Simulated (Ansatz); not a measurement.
## SiTe2 (model cell, started as rutile): following an unstable mode

Wanted: the energy along a soft mode of SiTe2 (model cell, started as rutile) and the structure at the end.

Method: DFT r2SCAN, scalar-relativistic, plane waves, PAW, in Ansatz 0.2.0.

This is a report of a sequence of runs, with most program output left out.

The structure was built from a prototype and need not be the compound's stable phase.

## (1) The structure

The structure is tetragonal, space group P4_2/mnm (No. 136). Conventional cell: a = 6.484 Å, b = 6.484 Å, c = 4.022 Å, α = 90.00°, β = 90.00°, γ = 90.00°. Nearest to Si lie 6 Te at 2.71 to 2.77 Å. Nearest to Te lie 3 Si at 2.71 to 2.77 Å. Farther neighbours and most contacts between anions are not listed.

## (2) Modes at Γ

The cell comes from relaxations at this level that are not shown. The zone centre is the only wavevector solved here; it holds the modes that light can see, as far as symmetry allows. No field response is asked, since the mesh shows no gap.

Contents of input.yaml:

```yaml
crystal:
  lattice:
    - [6.4836180842, 0.0, 0.0]
    - [0.0, 6.4836180842, 0.0]
    - [0.0, 0.0, 4.0218749053]
  atoms:
    - { symbol: Si, position: [0.0, 0.0, 0.0] }
    - { symbol: Si, position: [0.5, 0.5, 0.5] }
    - { symbol: Te, position: [0.30200707, 0.30200707, 0.0] }
    - { symbol: Te, position: [0.69799293, 0.69799293, 0.0] }
    - { symbol: Te, position: [0.80200707, 0.19799293, 0.5] }
    - { symbol: Te, position: [0.19799293, 0.80200707, 0.5] }
kpoints:
  mp_grid: { grid: [6, 6, 12] }
hamiltonian:
  xc: r2scan
scf:
  occupations: { method: methfessel_paxton, width: 0.2 }
output:
  eigenvalues: true
phonons:
  method: dfpt
```

Started as:

```sh
$ ansatz run input.yaml --threads 8 --pin off --max-ram 14336MiB --backend cpu --events-out ev --progress --plain --runs-dir out
```

Run time: 14 min. Hardware: 8 threads of Arm Neoverse N1, shared host; peak memory 7.5 GiB.

This step gave:

| Item | Value |
| --- | --- |
| volume per atom | 28.18 Å³ |
| gap on the k-mesh | 0 eV |
| sum-rule residual before enforcement | 1.24e-4 eV/Å² |
| point group | 4/mmm |
| highest optical mode at the zone centre (no LO-TO term) | 282.6 cm⁻¹ |
| lowest optical zone-centre mode | -67.73 cm⁻¹ |

Patterns of degenerate modes are one choice out of their space. The modes at Γ (shares of kinetic energy by element, %) (negative means imaginary):

| mode | frequency (cm⁻¹) | symmetry | Si % | Te % |
| --- | --- | --- | --- | --- |
| 1 | -67.7 | Eu | 51 | 49 |
| 2 | -67.7 | Eu | 51 | 49 |
| 3 | -43.7 | B1g | 0 | 100 |
| 4 | 0.0 | acoustic | 10 | 90 |
| 5 | 0.0 | acoustic | 10 | 90 |
| 6 | 0.0 | acoustic | 10 | 90 |
| 7 | 31.7 | B1u | 30 | 70 |
| 8 | 39.1 | A2g | 0 | 100 |
| 9 | 97.0 | Eg | 0 | 100 |
| 10 | 97.0 | Eg | 0 | 100 |
| 11 | 102.8 | Eu | 46 | 54 |
| 12 | 102.8 | Eu | 46 | 54 |
| 13 | 123.8 | A1g | 0 | 100 |
| 14 | 139.1 | B2g | 0 | 100 |
| 15 | 214.1 | B1u | 70 | 30 |
| 16 | 265.1 | A2u | 90 | 10 |
| 17 | 282.6 | Eu | 93 | 7 |
| 18 | 282.6 | Eu | 93 | 7 |

Displacements in mode 1 (-67.7 cm⁻¹), the largest set to 1:
```
Si1  0.81  0.01  0.00
Si2  1.00 -0.59  0.00
Te3 -0.19  0.32  0.00
Te4 -0.19  0.32  0.00
Te5 -0.01 -0.26  0.00
Te6 -0.01 -0.26  0.00
```

Displacements in mode 14 (139.1 cm⁻¹), the largest set to 1:
```
Si1  0.00  0.00  0.00
Si2  0.00  0.00  0.00
Te3 -1.00 -1.00  0.00
Te4  1.00  1.00  0.00
Te5  1.00 -1.00  0.00
Te6 -1.00  1.00  0.00
```

Before it was imposed, the acoustic sum rule was missed by 1.2e-4 eV/Å². Small misses are needed for a sound result but don't prove that mesh and cutoff are converged. The lowest optical mode is imaginary, 67.7i cm⁻¹, so the energy falls along it.

## (3) The mode frozen in, largest atomic shift 0 Å

The mode followed lies at Γ with frequency 43.7i cm⁻¹, one of the unstable modes though not the softest. At small amplitude the distorted cell has space group no. 58 by a symmetry search on the positions. The undistorted cell that holds it gives the zero of energy on the same k mesh.

input.yaml: that of step 2 with these lines changed.

```diff
@@ -19,4 +19,4 @@
 output:
+  forces: true
+  stress: true
   eigenvalues: true
-phonons:
-  method: dfpt
```

Wall time 14 s (8 threads); peak memory 1.3 GiB.

This step gave:

```yaml
pressure: -6.93e-4 GPa
energy_from_the_undistorted_cell: 0 meV/atom
```

The run ends at a pressure of 0.00 GPa, with forces up to 2.1e-4 eV/Å.

## (4) The mode frozen in, largest atomic shift 0.45 Å

The atoms are moved along the unstable eigenvector, the largest shift by 0.45 Å, with the cell fixed.

input.yaml, the sections that differ from step 3:

```yaml
crystal:
  lattice:
    - [6.4836180842, 0.0, 0.0]
    - [0.0, 6.4836180842, 0.0]
    - [0.0, 0.0, 4.0218749053]
  atoms:
    - { symbol: Si, position: [0.0, 0.0, 0.0] }
    - { symbol: Si, position: [0.5, 0.5, 0.5] }
    - { symbol: Te, position: [0.3510843055, 0.2529298345, 0.0] }
    - { symbol: Te, position: [0.6489156945, 0.7470701655, 0.0] }
    - { symbol: Te, position: [0.8510843055, 0.2470701655, 0.5] }
    - { symbol: Te, position: [0.1489156945, 0.7529298345, 0.5] }
# kpoints, hamiltonian, scf, output: as in step 3
```

It took 22 s on 8 threads; peak memory 1.5 GiB; 2.9 min of CPU time.

Numbers from this step:

| Item | Value |
| --- | --- |
| pressure | -1.580 GPa |
| energy from the undistorted cell | -29.78 meV/atom |

The energy, extrapolated to zero smearing, is -29.78 meV/atom against the undistorted cell.

The run ends at a pressure of -1.58 GPa, with forces up to 0.096 eV/Å.

## (5) Energy along the mode, all amplitudes (two of the runs are shown above)

An imaginary frequency means negative curvature, so the energy should fall and then rise again as anharmonic terms take over.

This step gave:

```
depth at the lowest point sampled  : 29.78 meV/atom
largest atomic shift at that point : 0.45 Å
```

Energy from the parent against largest atomic shift:

```
largest atomic shift (Å)  energy from the parent (meV/atom)
                   0.000                                  0
                   0.040                             -0.483
                   0.080                              -1.94
                   0.140                              -5.80
                   0.220                              -12.9
                   0.320                              -22.1
                   0.450                              -29.8
                   0.600                              -26.7
```

Displacement at unit largest shift by atom:

```
atom   x (Å)   y (Å)  z (Å)   size
 Si1   0.000   0.000  0.000  0.000
 Si2   0.000   0.000  0.000  0.000
 Te3   0.707  -0.707  0.000  1.000
 Te4  -0.707   0.707  0.000  1.000
 Te5   0.707   0.707  0.000  1.000
 Te6  -0.707  -0.707  0.000  1.000
```

The lowest of the steps tried is at 0.45 Å, 29.8 meV/atom below the parent; the bottom of the well need not coincide with a step.

## (6) Relaxing from the distorted cell

Starting from the lowest point found, all atoms and the cell are let go, so that strain and other modes of the same symmetry can join in.

input.yaml: that of step 4 with these lines changed.

```diff
@@ -22 +22,6 @@
   eigenvalues: true
+relax:
+  adjacent_minimum: "off"
+  f_tol: 0.002
+  max_steps: 120
+  cell: { stress_tol: 0.03 }
```

It took 3.4 min on 8 threads; peak memory 1.5 GiB.

The steps of the relaxation:

```csv
step,energy less that of the first step (eV),largest force component (eV/Å),pressure (GPa),volume (Å³)
1,0.0000,0.0902,-1.58,169.07
2,-0.0374,0.0306,1.26,159.11
3,-0.0511,0.0309,0.09,162.78
4,-0.0522,0.0161,0.04,162.80
5,-0.0525,0.0062,0.01,162.79
6,-0.0522,0.0123,0.03,162.82
7,-0.0526,0.0025,0.01,162.81
8,-0.0526,0.0014,0.00,162.82
9*,-0.0520,0.0014,-0.01,162.82
```

Relaxation steps marked * repeat the geometry before them on a plane-wave basis chosen anew for their cell, so energy and pressure can jump there. Relaxation step 6 was tried and not accepted.

The run keeps the 8 symmetry operations that it works with, so distortions that break them were not tested.

| conventional cell, symmetrised | before | after | change |
| --- | --- | --- | --- |
| a (Å) | 6.484 | 6.377 | -1.6 % |
| b (Å) | 6.484 | 6.498 | +0.2 % |
| c (Å) | 4.022 | 3.929 | -2.3 % |
| volume (Å³/atom) | 28.18 | 27.14 | -3.7 % |

The atoms that moved most (Å, as changes of fractional coordinates times the final cell):

```csv
atom,dx,dy,dz,length
Te4,-0.080,0.059,0.000,0.100
Te5,0.080,0.059,0.000,0.100
Te3,0.080,-0.059,0.000,0.100
Te6,-0.080,-0.059,0.000,0.100
```

Final coordinates:

```xyz
6
Lattice="6.3770 0.0000 0.0000 0.0000 6.4980 0.0000 0.0000 0.0000 3.9292" Properties=species:S:1:pos:R:3 pbc="T T T"
Si    0.0000    0.0000    0.0000
Si    3.1885    3.2490    1.9646
Te    2.3191    1.5845    0.0000
Te    4.0579    4.9135    0.0000
Te    5.5075    1.6645    1.9646
Te    0.8694    4.8336    1.9646
```

Numbers from this step:

| Property | Result |
| --- | --- |
| pressure | -0.005098 GPa |
| volume per atom | 27.14 Å³ |

The distorted start has space group Pnnm; the relaxation ends in Pnnm.

## (7) The new phase in its own primitive cell

The relaxed structure is symmetrised, reduced to its primitive cell and relaxed tightly, as its phonons need.

Contents of input.yaml:

```yaml
crystal:
  lattice:
    - [6.3769571912, 0.0, 0.0]
    - [0.0, 6.4980457937, 0.0]
    - [0.0, 0.0, 3.9292263957]
  atoms:
    - { symbol: Si, position: [0.0, 0.0, 0.0] }
    - { symbol: Si, position: [0.5, 0.5, 0.5] }
    - { symbol: Te, position: [0.3636612066, 0.2438494691, 0.0] }
    - { symbol: Te, position: [0.6363387934, 0.7561505309, 0.0] }
    - { symbol: Te, position: [0.8636612066, 0.2561505309, 0.5] }
    - { symbol: Te, position: [0.1363387934, 0.7438494691, 0.5] }
kpoints:
  mp_grid: { grid: [6, 6, 10] }
hamiltonian:
  xc: r2scan
scf:
  occupations: { method: methfessel_paxton, width: 0.2 }
output:
  forces: true
  stress: true
  eigenvalues: true
relax:
  adjacent_minimum: "off"
  f_tol: 0.001
  max_steps: 60
  cell: { stress_tol: 0.01 }
```

Wall time 92 s (8 threads); peak memory 1.4 GiB.

Step by step:

| step | energy less that of the first step (eV) | largest force component (eV/Å) | pressure (GPa) | volume (Å³) |
| --- | --- | --- | --- | --- |
| 1 | 0.0000 | 0.0029 | 0.01 | 162.82 |
| 2 | -0.0001 | 0.0150 | 0.00 | 162.92 |
| 3 | -0.0002 | 0.0039 | 0.00 | 162.83 |
| 4 | -0.0002 | 0.0000 | 0.00 | 162.86 |
| 5* | -0.0002 | 0.0000 | 0.00 | 162.86 |

Relaxation steps marked * repeat the geometry before them on a plane-wave basis chosen anew for their cell, so energy and pressure can jump there.

The run keeps the 8 symmetry operations that it works with, so distortions that break them were not tested.

```csv
"conventional cell, symmetrised",before,after,change
a (Å),6.377,6.360,-0.3 %
b (Å),6.498,6.505,+0.1 %
c (Å),3.929,3.937,+0.2 %
volume (Å³/atom),27.14,27.14,+0.0 %
```

The relaxed structure:

```cif
data_structure
_symmetry_space_group_name_H-M 'P 1'
_symmetry_Int_Tables_number 1
_cell_length_a 6.3604
_cell_length_b 6.5046
_cell_length_c 3.9365
_cell_angle_alpha 90.000
_cell_angle_beta 90.000
_cell_angle_gamma 90.000
_cell_volume 162.86
loop_
_atom_site_label
_atom_site_type_symbol
_atom_site_fract_x
_atom_site_fract_y
_atom_site_fract_z
_atom_site_occupancy
Si1 Si 0.00000 0.00000 0.00000 1
Si2 Si 0.50000 0.50000 0.50000 1
Te3 Te 0.36364 0.24425 0.00000 1
Te4 Te 0.63636 0.75575 0.00000 1
Te5 Te 0.86364 0.25575 0.50000 1
Te6 Te 0.13636 0.74425 0.50000 1
```

Numbers from this step:

- pressure: -0.001799 GPa

The largest force component left is 0.045 meV/Å and the pressure is -0.002 GPa, within the tolerances set. The cell now holds 27.14 Å³/atom.

## (8) Modes of the new phase, k-mesh 6×6×10

A relaxed structure may still be a saddle point, so its zone-centre modes are computed. No field response is asked, since the mesh shows no gap.

Contents of input.yaml:

```yaml
crystal:
  lattice:
    - [6.3603517363, 0.0, 0.0]
    - [0.0, 6.5045587692, 0.0]
    - [0.0, 0.0, 3.936527658]
  atoms:
    - { symbol: Si, position: [0.0, 0.0, 0.0] }
    - { symbol: Si, position: [0.5, 0.5, 0.5] }
    - { symbol: Te, position: [0.363635519, 0.2442457069, 0.0] }
    - { symbol: Te, position: [0.636364481, 0.7557542931, 0.0] }
    - { symbol: Te, position: [0.863635519, 0.2557542931, 0.5] }
    - { symbol: Te, position: [0.136364481, 0.7442457069, 0.5] }
kpoints:
  mp_grid: { grid: [6, 6, 10] }
hamiltonian:
  xc: r2scan
scf:
  occupations: { method: methfessel_paxton, width: 0.2 }
output:
  eigenvalues: true
phonons:
  method: dfpt
```

Wall time 2.6 min (8 threads); peak memory 6.5 GiB.

The run was cut off at the time limit after its SCF cycle had converged; no result of it is taken.

## (9) The phases reached

The phases reached along the modes that were followed are set side by side.

Energies are those of the first relaxation, on the mesh of the frozen mode; space group, volume and gap are those of the last relaxation. Phases, by row:

```csv
mode frozen in,space group,energy from parent (meV/atom),volume (Å³/atom),gap on mesh (eV),lowest zone-centre optical mode (cm⁻¹),largest shift (Å)
parent,P4_2/mnm,0,28.18,0,–,–
"q = (0, 0, 0), 68i cm⁻¹",Pmn2_1,-162.3,31.95,0.345,-45.5,0.758
"q = (0, 0, 0), 44i cm⁻¹",Pnnm,-38.62,27.14,0,–,0.545
```

## (10) Results

```yaml
unstable_mode_of_the_parent: q = (0, 0, 0), 44i cm⁻¹
depth_at_the_lowest_point_sampled: 29.8 meV/atom
largest_atomic_shift_at_that_point: 0.45 Å
space_group_reached_within_0p01_a: Pnnm
energy_gained_over_the_parent_first_relaxation_on_the_mesh_of_the_frozen_mode: 38.6 meV/atom
volume_per_atom_phase_reached: 27.1 Å³
```

**Reading.** Along this mode the structure falls into Pnnm, 38.6 meV/atom below the parent. At the parent's cell the well is 29.78 meV/atom deep on the steps tried, with its lowest point at a shift of 0.45 Å. Relaxing atoms and cell changes the gain by +8.84 meV/atom against the lowest step (energies at zero smearing). The modes of the phase reached were not computed on this path. Of the 2 patterns followed to their end from this parent, this one ends 124 meV/atom above the lowest, Pmn2_1. Each path keeps the symmetry of its pattern, so a lower phase may lie along a pattern not tried. With no gap, or one that is small against the smearing, the frequencies hang on the k mesh and the smearing, most of all near Kohn anomalies. A semilocal functional can close a gap that the real compound would have, so the metallic treatment may be an artefact of the level. Spin-orbit coupling is left out, which can matter for the heavy elements here. The starting cell was built on a prototype and not taken from a measurement, so the phase need not exist.

[Logs are printed without paths, hosts, clocks, repeated set-up lines and the standing remarks that a program may print on its own settings, such as how far it seeks lower states.]

[Hosts, paths, dates, database ids (printed as entryN), source tags and the programs' standing remarks are cut or masked in the printed files.]
